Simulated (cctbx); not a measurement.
**Accept or mend?**

Cell a = 4.5510 Å, b = 4.5510 Å, c = 6.9000 Å, α = 90.00°, β = 90.00°, γ = 90.00°; space group P4/nmm (no. 129, origin choice 1).

The data are simulated with cctbx, not measured: Cu Kα, λ = 1.54184 Å, to d = 0.8 Å, 95 % of the full sphere, strongest reflection 5000 counts, noise from counting, a 4 % proportional error and a noise floor of 4 counts (s.d.); no absorption.

An isotropic refinement with weights 1/σ² prints:

```text
Rint 0.044, 109 unique reflections to 0.80 A
cycle     R1     wR2    GooF  max shift (A)
   1  0.7478  0.9468  40.950   0.38945
   5  0.0078  0.0191   0.827   0.00000
final R1 0.0078 wR2 0.0191 GooF 0.827  parameters 5  data/parameter 21.8
atom        x        y        z      Ueq    occ   su(xyz)  su(Uiso or U11)
Tl1    0.50000  0.00000  0.28932   0.0138  1.000  0.00004  0.0001
Ge1    0.50000  0.00000  0.71579   0.0190  1.000  0.00013  0.0002
Mg1    0.50000  0.50000  0.00000   0.0234  1.000  0.00000  0.0006
difference map: max 0.52 min -0.46 rms 0.12
Q1    0.2163  0.2837  0.6749    8    0.53  1.41 A from Tl1
Q2    0.0000  0.5000  0.5484    2    0.50  1.12 A from Tl1
Q3    0.0000  0.5000  0.9854    2    0.50  1.90 A from Tl1
Q4    0.1272  0.3728  0.3797    8    0.38  1.05 A from Ge1
Q5    0.0000  0.0000  0.1415    4    0.36  0.98 A from Mg1
Q6    0.0000  0.3108  0.5172    8    0.34  1.59 A from Tl1
```

Q: Accept it or mend it, and why?

It can stand. The set-up had a fault (start far from the minimum), but the refinement still reached the right minimum: R1 = 0.0078, wR2 = 0.0191, GooF = 0.83 against R1 = 0.0078, wR2 = 0.0191, GooF = 0.83 for the right model.

The compound is MgTlGe. The right model at the same level gives:

```text
Rint 0.044, 109 unique reflections to 0.80 A
cycle     R1     wR2    GooF  max shift (A)
   1  0.0823  0.2804  12.128   0.07513
   2  0.0078  0.0191   0.827   0.00002
final R1 0.0078 wR2 0.0191 GooF 0.827  parameters 5  data/parameter 21.8
atom        x        y        z      Ueq    occ   su(xyz)  su(Uiso or U11)
Tl1    0.50000  0.00000  0.28932   0.0138  1.000  0.00004  0.0001
Ge1    0.50000  0.00000  0.71579   0.0190  1.000  0.00013  0.0002
Mg1    0.50000  0.50000  0.00000   0.0234  1.000  0.00000  0.0006
difference map: max 0.52 min -0.46 rms 0.12
Q1    0.2163  0.2837  0.6749    8    0.53  1.41 A from Tl1
Q2    0.0000  0.5000  0.5484    2    0.50  1.12 A from Tl1
Q3    0.0000  0.5000  0.9854    2    0.50  1.90 A from Tl1
Q4    0.1272  0.3728  0.3797    8    0.38  1.05 A from Ge1
Q5    0.0000  0.0000  0.1415    4    0.36  0.98 A from Mg1
Q6    0.0000  0.3108  0.5172    8    0.34  1.59 A from Tl1
```

Isotropic U is held between 0.0001 and 1 Å² by the program, and listed peak heights are interpolated, so they can pass the grid's maximum.

The model was made for the exercise: a known structure type with other elements put in, its volume estimated, not relaxed; displacement parameters are assumed.

[Middle refinement cycles are left out of these outputs.]

[Logs are printed without paths, hosts, clocks, repeated set-up lines and the standing remarks that a program may print on its own settings, such as how far it seeks lower states.]
